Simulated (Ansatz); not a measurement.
# Decaying states in the gap of Cs2Tl2SeO

Wanted: the relaxed cell of Cs2Tl2SeO, its band edges and its decay constants. It is built by putting Se for part of the O in the CsTlO structure of space group C2/m, with the volume rescaled by atomic radii. The parent structure comes from the Materials Project.

Method: PBE DFT, plane waves, PAW files, in the first sound run; inputs show where later runs differ, in Ansatz 0.2.0.

The structure was built from a prototype and need not be the compound's stable phase.

**1. The starting structure**

Symmetry: Cm, No. 8, monoclinic system. Conventional cell: a = 14.621 Å, b = 3.886 Å, c = 6.793 Å, α = 90.00°, β = 106.28°, γ = 90.00°. Nearest to Cs lie 2 O at 3.06 Å and 1 Se at 3.11 Å. Nearest to Cs lie 2 Se at 3.06 Å and 1 O at 3.11 Å. Nearest to Tl lie 1 Se at 2.39 Å and 2 O at 2.52 Å. Nearest to Tl lie 1 O at 2.39 Å and 2 Se at 2.52 Å. Nearest to O lie 3 Tl at 2.39 to 2.52 Å and 3 Cs at 3.06 to 3.11 Å. Nearest to Se lie 3 Tl at 2.39 to 2.52 Å and 3 Cs at 3.06 to 3.11 Å. It derives from CsTlO. Se for part of the O in the CsTlO structure of space group C2/m. Farther neighbours and most contacts between anions are not listed.

**2. Cell and atoms at rest**

The substituted atoms don't fit the parent's cell, so cell and atoms relax together. A small smearing keeps the run stable in case the gap closes on the way.

input.yaml reads:

```yaml
crystal:
  lattice:
    - [7.3105458186, -1.9427761719, 0.0]
    - [7.3105458186, 1.9427761719, 0.0]
    - [-1.9042435592, 0.0, 6.5203513009]
  atoms:
    - { symbol: Cs, position: [0.1215738, 0.1215738, 0.34355911] }
    - { symbol: Cs, position: [0.8784262, 0.8784262, 0.65644089] }
    - { symbol: Tl, position: [0.35019007, 0.35019007, 0.14021445] }
    - { symbol: Tl, position: [0.64980993, 0.64980993, 0.85978555] }
    - { symbol: O, position: [0.75207194, 0.75207194, 0.2037202] }
    - { symbol: Se, position: [0.24792806, 0.24792806, 0.7962798] }
kpoints:
  mp_grid: { grid: [6, 6, 4] }
scf:
  occupations: { method: gaussian, width: 0.03 }
hamiltonian:
  xc: pbe
output:
  forces: true
  stress: true
relax:
  f_tol: 0.02
  max_steps: 60
  cell: {}
```

On the command line:

```sh
> ansatz run input.yaml --threads 2 --pin off --max-ram 4096MiB --backend cpu --events-out ev --progress --plain --runs-dir out
```

Numbers of over 12 decimals in the logs are rounded to 6 here.

Output:

```text
Engine: ansatz 0.2.0, aarch64-unknown-linux-gnu
Pseudopotentials: kind: paw
Pseudopotential: Cs, paw, valence charge 9, recommended cutoff 420 eV (normal), Cs.paw.azcp
Pseudopotential: Tl, paw, valence charge 13, recommended cutoff 420 eV (normal), Tl.paw.azcp
Pseudopotential: O, paw, valence charge 6, recommended cutoff 420 eV (normal), O.paw.azcp
Pseudopotential: Se, paw, valence charge 16, recommended cutoff 420 eV (normal), Se.paw.azcp
Functional definition: PBE
  parameter kappa = 0.804
  parameter beta = 0.066725
  exchange = pbe_x(kappa = kappa, mu = beta*pi^2/3)
  correlation = pbe_c(beta = beta)
Crystal: 6 atoms, lattice volume = 185.214 Å³
Basis set: ecut = 420 eV, 3655 PW (Γ), exchange–correlation on 108×108×96 points (8 copies of the dense FFT grid, shifted against one another)
Bands: 40, of which v1, the nominal top of the filled ones, is band 33 counted from 1 (32 counted from 0)
Symmetry: 2 space group operations
Space group: Cm (ITA 8), of the structure as read, at distance tolerance 5.7e-5 Å
k-points: 47 of 144 (time reversal used)
Non-local potential: Cs, projectors of the file, l = 0: 3, l = 1: 2, l = 2: 2, l = 3: 2
Non-local potential: Tl, projectors of the file, l = 0: 2, l = 1: 2, l = 2: 2, l = 3: 1
Non-local potential: O, projectors of the file, l = 0: 2, l = 1: 2, l = 2: 1
Non-local potential: Se, projectors of the file, l = 0: 2, l = 1: 2, l = 2: 3, l = 3: 1
PAW form: soft (Blöchl's): semilocal exchange-correlation on the pseudo side does not see the compensation charge
PAW one-centre angular grid: Cs, 194 points (default); XC on 64 Gauss nodes
PAW one-centre angular grid: Tl, 590 points (default); XC on 64 Gauss nodes
PAW one-centre angular grid: O, 110 points (default); XC on 64 Gauss nodes
PAW one-centre angular grid: Se, 590 points (default); XC on 64 Gauss nodes
Initial density: superposition of atomic densities (neutral atoms: chi_scale 0, normalization atom), corrected by the library's trained network
Initial wavefunctions: pseudopotential atomic-orbital guess
Functional: x = pbe(κ = 0.804, μ = 0.219515), c = pbe(β = 0.066725)
SCF iter   1: F=—  HF=-40266.138973 eV  |F-HF|=—  |Δ(HF+E_count)|=         —  Δρ=2.66e-3  dr2=2.09e-2  ethr=1.77e-3  ⟨swp⟩=8.7  Hψ=9232  notcnv=0  defer=5
preconditioner: auto → Resta (q_TF=auto, 2.297 Å⁻¹)  ε∞=3.9  [insulator: Δε(μ)=1.241 eV  Ē_g=11.592 eV  σ=0.030 eV  W_gap=1.00  n_scr=40 (ndim 8)  ℏωp=19.7 eV  f_vac=0.065  D(μ)=0.00/eV (n_scr^D=0)  ε∞_Penn≈3.9]
SCF iter   2: F=—  HF=-40266.137459 eV  |F-HF|=—  |Δ(HF+E_count)|=   1.51e-3  Δρ=1.65e-3  dr2=6.01e-3  ethr=3.16e-5  ⟨swp⟩=2.2  Hψ=3669  notcnv=0  defer=92
SCF iter   3: F=—  HF=-40266.137622 eV  |F-HF|=—  |Δ(HF+E_count)|=   1.63e-4  Δρ=1.20e-3  dr2=3.98e-3  ethr=9.11e-6  ⟨swp⟩=2.0  Hψ=3224  notcnv=0  defer=92
SCF iter   4: F=—  HF=-40266.137443 eV  |F-HF|=—  |Δ(HF+E_count)|=   1.80e-4  Δρ=3.75e-4  dr2=3.71e-4  ethr=6.03e-6  ⟨swp⟩=2.0  Hψ=3065  notcnv=0  defer=92
SCF iter   5: F=—  HF=-40266.137496 eV  |F-HF|=—  |Δ(HF+E_count)|=   5.34e-5  Δρ=1.11e-4  dr2=3.74e-5  ethr=5.62e-7  ⟨swp⟩=2.0  Hψ=3050  notcnv=0  defer=92
SCF iter   6: F=—  HF=-40266.137602 eV  |F-HF|=—  |Δ(HF+E_count)|=   1.06e-4  Δρ=4.07e-5  dr2=5.40e-6  ethr=5.67e-8  ⟨swp⟩=2.0  Hψ=3341  notcnv=0  defer=92
SCF iter   7: F=—  HF=-40266.137604 eV  |F-HF|=—  |Δ(HF+E_count)|=   2.12e-6  Δρ=1.55e-5  dr2=7.62e-7  ethr=8.17e-9  ⟨swp⟩=2.0  Hψ=3343  notcnv=0  defer=92
SCF iter   8: F=-40266.137605 eV  HF=-40266.137605 eV  |F-HF|=5.38e-8  |Δ(HF+E_count)|=   5.60e-7  Δρ=4.40e-6  dr2=6.16e-8  ethr=1.52e-10  ⟨swp⟩=3.0  Hψ=8304  notcnv=0
SCF 1 converged in 8 iterations: F = -40266.137605 eV  dr2 = 6.16e-8
  greatest PAW one-centre occupation: 1.000 electrons in one spin orbital (limit 2), on the Se atom at site 5 (counted from 0), in its partial waves of l = 2
relax step   1: F+E_penalty+E_count = -40266.13760481 eV  Δ(F+E_penalty+E_count) = +0.000e0 eV  max|allowed force component| = 4.310e0 eV/Å  Δτ_max = 0.0000 Å  P = +10.615 GPa  Ω = 185.214 Å³  (8 SCF iters, dr2 threshold 1.00e-7 eV, accepted)
Crystal: 6 atoms, lattice volume = 195.149 Å³
Basis set: ecut = 420 eV, 3821 PW (Γ), exchange–correlation on 108×108×96 points (8 copies of the dense FFT grid, shifted against one another)
Initial density: handed on by an earlier stage of this run
Initial wavefunctions: those handed on with the density
iter 1 solved again at ethr=4.09e-4 eV; its pass at ethr=3.10e-3 eV (dr2=2.70e-1 eV) is discarded
SCF iter   1: F=—  HF=-40267.969184 eV  |F-HF|=—  |Δ(HF+E_count)|=         —  Δρ=1.03e-2  dr2=2.73e-1  ethr=4.09e-4  ⟨swp⟩=1.5  Hψ=9720  notcnv=0
preconditioner: auto → Resta (q_TF=auto, 2.277 Å⁻¹)  ε∞=3.9  [insulator: Δε(μ)=1.374 eV  Ē_g=11.277 eV  σ=0.030 eV  W_gap=1.00  n_scr=40 (ndim 8)  ℏωp=19.2 eV  f_vac=0.054  D(μ)=0.00/eV (n_scr^D=0)  ε∞_Penn≈3.9]
SCF iter   2: F=—  HF=-40267.911418 eV  |F-HF|=—  |Δ(HF+E_count)|=   5.78e-2  Δρ=6.01e-3  dr2=5.76e-2  ethr=4.09e-4  ⟨swp⟩=3.4  Hψ=3546  notcnv=0
SCF iter   3: F=—  HF=-40267.907760 eV  |F-HF|=—  |Δ(HF+E_count)|=   3.66e-3  Δρ=4.38e-3  dr2=4.71e-2  ethr=8.72e-5  ⟨swp⟩=2.5  Hψ=3599  notcnv=0  defer=40
SCF iter   4: F=—  HF=-40267.902423 eV  |F-HF|=—  |Δ(HF+E_count)|=   5.34e-3  Δρ=1.03e-3  dr2=2.60e-3  ethr=7.13e-5  ⟨swp⟩=2.0  Hψ=2784  notcnv=0  defer=83
SCF iter   5: F=—  HF=-40267.903042 eV  |F-HF|=—  |Δ(HF+E_count)|=   6.20e-4  Δρ=2.18e-4  dr2=1.33e-4  ethr=3.94e-6  ⟨swp⟩=2.0  Hψ=2986  notcnv=0  defer=83
SCF iter   6: F=—  HF=-40267.903214 eV  |F-HF|=—  |Δ(HF+E_count)|=   1.72e-4  Δρ=8.09e-5  dr2=2.06e-5  ethr=2.02e-7  ⟨swp⟩=2.0  Hψ=3341  notcnv=0  defer=83
SCF iter   7: F=—  HF=-40267.903235 eV  |F-HF|=—  |Δ(HF+E_count)|=   2.10e-5  Δρ=2.93e-5  dr2=3.38e-6  ethr=3.12e-8  ⟨swp⟩=2.0  Hψ=3341  notcnv=0  defer=83
SCF iter   8: F=-40267.903237 eV  HF=-40267.903236 eV  |F-HF|=3.72e-7  |Δ(HF+E_count)|=   1.02e-6  Δρ=1.03e-5  dr2=2.98e-7  ethr=9.09e-10  ⟨swp⟩=4.7  Hψ=6894  notcnv=0
SCF 2 converged in 8 iterations: F = -40267.903237 eV  dr2 = 2.98e-7
relax step   2: F+E_penalty+E_count = -40267.90323651 eV  Δ(F+E_penalty+E_count) = -1.766e0 eV  max|allowed force component| = 1.017e0 eV/Å  Δτ_max = 0.1949 Å  P = +3.820 GPa  Ω = 195.149 Å³  energy of the carried Pulay correction = -5.087e-3 eV  (8 SCF iters, dr2 threshold 6.00e-7 eV, accepted)
Crystal: 6 atoms, lattice volume = 211.030 Å³
Basis set: ecut = 420 eV, 4077 PW (Γ), exchange–correlation on 108×108×96 points (8 copies of the dense FFT grid, shifted against one another)
iter 1 solved again at ethr=1.34e-3 eV; its pass at ethr=3.10e-3 eV (dr2=8.82e-1 eV) is discarded
[...]
SCF iter   9: F=-40268.454121 eV  HF=-40268.454121 eV  |F-HF|=2.75e-7  |Δ(HF+E_count)|=   3.13e-6  Δρ=6.01e-6  dr2=1.39e-7  ethr=9.09e-10  ⟨swp⟩=5.0  Hψ=7199  notcnv=0
SCF 3 converged in 9 iterations: F = -40268.454121 eV  dr2 = 1.39e-7
relax step   3: F+E_penalty+E_count = -40268.45412080 eV  Δ(F+E_penalty+E_count) = -5.509e-1 eV  max|allowed force component| = 4.023e-1 eV/Å  Δτ_max = 0.1979 Å  P = +1.644 GPa  Ω = 211.030 Å³  energy of the carried Pulay correction = -1.269e-2 eV  (9 SCF iters, dr2 threshold 6.00e-7 eV, accepted)
[... from here on, the SCF cycles and remarks between the steps are left out ...]
relax step   4: F+E_penalty+E_count = -40268.58302898 eV  Δ(F+E_penalty+E_count) = -1.289e-1 eV  max|allowed force component| = 2.053e-1 eV/Å  Δτ_max = 0.0842 Å  P = +0.552 GPa  Ω = 219.297 Å³  energy of the carried Pulay correction = -1.642e-2 eV  (8 SCF iters, dr2 threshold 6.00e-7 eV, accepted)
relax step   5: F+E_penalty+E_count = -40268.60352644 eV  Δ(F+E_penalty+E_count) = -2.050e-2 eV  max|allowed force component| = 1.640e-1 eV/Å  Δτ_max = 0.0882 Å  P = -0.315 GPa  Ω = 223.540 Å³  energy of the carried Pulay correction = -1.827e-2 eV  (8 SCF iters, dr2 threshold 6.00e-7 eV, accepted)
relax step   6: F+E_penalty+E_count = -40268.62606502 eV  Δ(F+E_penalty+E_count) = -2.254e-2 eV  max|allowed force component| = 2.582e-2 eV/Å  Δτ_max = 0.0609 Å  P = -0.031 GPa  Ω = 220.037 Å³  energy of the carried Pulay correction = -1.674e-2 eV  (8 SCF iters, dr2 threshold 6.00e-7 eV, accepted)
relax step   7: F+E_penalty+E_count = -40268.62681680 eV  Δ(F+E_penalty+E_count) = -7.518e-4 eV  max|allowed force component| = 2.278e-2 eV/Å  Δτ_max = 0.0354 Å  P = -0.005 GPa  Ω = 219.683 Å³  energy of the carried Pulay correction = -1.659e-2 eV  (8 SCF iters, dr2 threshold 4.17e-8 eV, accepted)
relax step   8: F+E_penalty+E_count = -40268.62759625 eV  Δ(F+E_penalty+E_count) = -7.794e-4 eV  max|allowed force component| = 2.001e-2 eV/Å  Δτ_max = 0.0269 Å  P = -0.022 GPa  Ω = 219.755 Å³  energy of the carried Pulay correction = -1.662e-2 eV  (7 SCF iters, dr2 threshold 3.24e-8 eV, accepted)
relax step   9: F+E_penalty+E_count = -40268.62806547 eV  Δ(F+E_penalty+E_count) = -4.692e-4 eV  max|allowed force component| = 8.605e-3 eV/Å  Δτ_max = 0.0102 Å  P = +0.002 GPa  Ω = 219.349 Å³  energy of the carried Pulay correction = -1.644e-2 eV  (7 SCF iters, dr2 threshold 2.50e-8 eV, accepted)
relax step  10: F+E_penalty+E_count = -40268.68229246 eV  Δ(F+E_penalty+E_count) = -5.423e-2 eV  max|allowed force component| = 6.141e-3 eV/Å  Δτ_max = 0.0000 Å  P = +0.309 GPa  Ω = 219.349 Å³  stress off target by 5.12e-1 GPa  SCF on the basis re-selected at this cell (its energy is not comparable with the rows above)  (9 SCF iters)
relax step  11: F+E_penalty+E_count = -40268.68750000 eV  Δ(F+E_penalty+E_count) = -5.208e-3 eV  max|allowed force component| = 2.015e-2 eV/Å  Δτ_max = 0.0186 Å  P = +0.071 GPa  Ω = 222.636 Å³  energy of the carried Pulay correction = -1.494e-3 eV  (7 SCF iters, dr2 threshold 6.00e-7 eV, accepted)
relax step  12: F+E_penalty+E_count = -40268.68760274 eV  Δ(F+E_penalty+E_count) = -1.027e-4 eV  max|allowed force component| = 9.134e-3 eV/Å  Δτ_max = 0.0132 Å  P = +0.006 GPa  Ω = 223.503 Å³  energy of the carried Pulay correction = -1.915e-3 eV  (7 SCF iters, dr2 threshold 2.89e-8 eV, accepted)
iter 1 solved again at ethr=3.50e-7 eV; its pass at ethr=3.10e-3 eV (dr2=2.31e-4 eV) is discarded
SCF iter   1: F=—  HF=-40268.685369 eV  |F-HF|=—  |Δ(HF+E_count)|=         —  Δρ=2.12e-4  dr2=5.72e-6  ethr=3.50e-7  ⟨swp⟩=3.0  Hψ=14320  notcnv=0
preconditioner: auto → Resta (q_TF=auto, 2.226 Å⁻¹)  ε∞=3.7  [insulator: Δε(μ)=1.261 eV  Ē_g=10.990 eV  σ=0.030 eV  W_gap=1.00  n_scr=42 (ndim 8)  ℏωp=17.9 eV  f_vac=0.115  D(μ)=0.00/eV (n_scr^D=0)  ε∞_Penn≈3.7]
SCF iter   2: F=—  HF=-40268.688549 eV  |F-HF|=—  |Δ(HF+E_count)|=   3.18e-3  Δρ=1.12e-4  dr2=5.51e-6  ethr=8.67e-9  ⟨swp⟩=2.0  Hψ=3108  notcnv=0
SCF iter   3: F=—  HF=-40268.689139 eV  |F-HF|=—  |Δ(HF+E_count)|=   5.89e-4  Δρ=7.35e-5  dr2=6.78e-7  ethr=8.35e-9  ⟨swp⟩=2.0  Hψ=3102  notcnv=0
SCF iter   4: F=—  HF=-40268.689599 eV  |F-HF|=—  |Δ(HF+E_count)|=   4.60e-4  Δρ=2.34e-5  dr2=5.78e-8  ethr=1.03e-9  ⟨swp⟩=2.0  Hψ=3102  notcnv=0
SCF iter   5: F=—  HF=-40268.689650 eV  |F-HF|=—  |Δ(HF+E_count)|=   5.07e-5  Δρ=4.99e-6  dr2=6.89e-9  ethr=8.75e-11  ⟨swp⟩=2.0  Hψ=3341  notcnv=0
SCF iter   6: F=—  HF=-40268.689652 eV  |F-HF|=—  |Δ(HF+E_count)|=   2.21e-6  Δρ=6.76e-7  dr2=1.24e-9  ethr=1.04e-11  ⟨swp⟩=2.0  Hψ=3104  notcnv=0
SCF iter   7: F=—  HF=-40268.689652 eV  |F-HF|=—  |Δ(HF+E_count)|=   2.24e-8  Δρ=2.64e-7  dr2=4.31e-10  ethr=1.88e-12  ⟨swp⟩=2.0  Hψ=2579  notcnv=0
SCF iter   8: F=-40268.689652 eV  HF=-40268.689652 eV  |F-HF|=1.46e-11  |Δ(HF+E_count)|=  5.82e-10  Δρ=7.65e-8  dr2=2.85e-11  ethr=1.00e-12  ⟨swp⟩=3.0  Hψ=7418  notcnv=0
SCF 13 converged in 8 iterations: F = -40268.689652 eV  dr2 = 2.85e-11
relax step  13: F+E_penalty+E_count = -40268.68965180 eV  Δ(F+E_penalty+E_count) = -2.049e-3 eV  max|allowed force component| = 9.182e-3 eV/Å  Δτ_max = 0.0000 Å  P = +0.008 GPa  Ω = 223.503 Å³  stress off target by 2.27e-2 GPa  SCF on the basis re-selected at this cell (its energy is not comparable with the rows above)  (8 SCF iters)
basis re-selected at this cell: Δ(F+E_penalty+E_count) = -2.049e-3 eV, ΔP = +0.002 GPa vs the last step (what re-selecting the basis moved, of the pressure what is left beyond the Pulay correction that the steps carried, after the strain that the cell walked since its last selection, with what the two solves' SCF thresholds leave and, on support functions, any second-order correction that the steps lacked; it is no m [...]
SCF converged after 8 iterations
Free energy (F): -40268.689652 eV
Harris-Foulkes:  -40268.689652 eV  (|F-HF|=1.46e-11)
Internal energy: -40268.689652 eV  (E = F + TS)
E sigma→0 (E₀):  -40268.689652 eV
Fermi energy:    6.083831 eV
--- Per-component energies (eV) ---
  E_band       = -589.733434
  E_kinetic    = 1244.319452
  E_local      = -7074.632261  (includes V_loc(G=0)·N_el)
  E_nonlocal   = 147.106852
  E_hartree    = 3113.219460
  E_xc         = -988.785780
  E_vxc        = -730.220934  (∫ρ·V_xc dr)
  E_paw        = -32530.363195  (= ΣΔE_a)
  E_vpaw       = -402.747534  (= ΣTr[D̂ρ^β])
  E_aug_tail   = 0.001805  (compensation charges beyond the density's cutoff)
  E_ewald      = -4179.555986
  E_smearing   = -0.000000  (= −TS)
  E_closure    = 0.000000  (closes the sum)
  Σ components = -40268.689652   (vs F -40268.689652, Δ=0.00e0)
--- Forces (eV/Å), atoms counted from 1 ---
  atom   1  Cs     0.00369705    -0.00000000    -0.00034488
  atom   2  Cs    -0.00316017     0.00000000    -0.00521534
  atom   3  Tl    -0.00114924     0.00000000     0.00661696
  atom   4  Tl     0.00048003    -0.00000000     0.00918246
  atom   5  O     -0.00261781     0.00000000    -0.00622517
  atom   6  Se     0.00274887     0.00000000    -0.00401252
  max |Σ_I F_I| component: 1.51e-6 eV/Å
--- Stress (GPa, compression-positive) ---
        0.001891      -0.000000      -0.021637
       -0.000000       0.022278       0.000000
       -0.021637       0.000000       0.000261
  P = ⅓ Tr σ = 0.0081 GPa (0.081 kbar)
--- Relaxed structure (11 steps of the walk, 11 accepted, 2 SCFs on fresh bases) ---
  F+E_penalty+E_count = -40268.68965180 eV   max|allowed force component| = 9.182e-3 eV/Å   (the final SCF, on the basis selected at the relaxed cell)
  cell:  # Å, volume = 223.5035 Å³
    - [7.275199, -2.121803, -0.466910]
    - [7.275199, 2.121803, -0.466910]
    - [-2.311479, 0.0, 7.387777]
  atoms:
    - { symbol: Cs, position: [0.121097, 0.121097, 0.295500] }
    - { symbol: Cs, position: [0.890016, 0.890016, 0.621338] }
    - { symbol: Tl, position: [0.350972, 0.350972, 0.179416] }
    - { symbol: Tl, position: [0.639721, 0.639721, 0.903638] }
    - { symbol: O, position: [0.754511, 0.754511, 0.219271] }
    - { symbol: Se, position: [0.243684, 0.243684, 0.780837] }
```

The job ended after 3.1 min (2 threads of Arm Neoverse V2, shared host; peak memory 0.7 GiB; 6.3 min of CPU time).

The steps of the relaxation:

| step | energy less that of the first step (eV) | largest force component (eV/Å) | pressure (GPa) | volume (Å³) |
| --- | --- | --- | --- | --- |
| 1 | 0.0000 | 4.3103 | 10.62 | 185.21 |
| 2 | -1.7656 | 1.0166 | 3.82 | 195.15 |
| 3 | -2.3165 | 0.4023 | 1.64 | 211.03 |
| 4 | -2.4454 | 0.2053 | 0.55 | 219.30 |
| 5 | -2.4659 | 0.1640 | -0.31 | 223.54 |
| 6 | -2.4885 | 0.0258 | -0.03 | 220.04 |
| 7 | -2.4892 | 0.0228 | -0.01 | 219.68 |
| 8 | -2.4900 | 0.0200 | -0.02 | 219.75 |
| 9 | -2.4905 | 0.0086 | 0.00 | 219.35 |
| 10* | -2.5447 | 0.0061 | 0.31 | 219.35 |
| 11 | -2.5499 | 0.0201 | 0.07 | 222.64 |
| 12 | -2.5500 | 0.0091 | 0.01 | 223.50 |
| 13* | -2.5520 | 0.0092 | 0.01 | 223.50 |

Relaxation steps marked * repeat the geometry before them on a plane-wave basis chosen anew for their cell, so energy and pressure can jump there.

Forces are held to the 2 operations that the run works with; a distortion that breaks them can't arise in this run.

| cell as run | before | after | change |
| --- | --- | --- | --- |
| a (Å) | 7.564 | 7.593 | +0.4 % |
| b (Å) | 7.564 | 7.593 | +0.4 % |
| c (Å) | 6.793 | 7.741 | +14.0 % |
| α (°) | 105.72 | 110.17 | +4.2 % |
| β (°) | 105.72 | 110.17 | +4.2 % |
| γ (°) | 29.76 | 32.46 | +9.0 % |
| volume (Å³/atom) | 30.87 | 37.25 | +20.7 % |

The atoms that moved most (Å, as changes of fractional coordinates times the final cell):

| atom | dx | dy | dz | length |
| --- | --- | --- | --- | --- |
| Tl4 | -0.248 | 0.000 | 0.333 | 0.416 |
| Cs1 | 0.104 | 0.000 | -0.355 | 0.370 |
| Cs2 | 0.250 | 0.000 | -0.270 | 0.368 |
| Tl3 | -0.079 | 0.000 | 0.289 | 0.300 |
| Se6 | -0.026 | 0.000 | -0.110 | 0.113 |
| O5 | 0.000 | 0.000 | 0.113 | 0.113 |

This step gave:

```
free energy  : -40268.6897 eV
Fermi energy : 6.084 eV
pressure     : 0.008143 GPa
```

The largest force component on a free atom ends at 0.0092 eV/Å.

[end of part 1 of 2]

[Logs are printed without paths, hosts, clocks, repeated set-up lines and the standing remarks that a program may print on its own settings, such as how far it seeks lower states.]

[Hosts, paths, dates, database ids (printed as entryN), source tags and the programs' standing remarks are cut or masked in the printed files.]
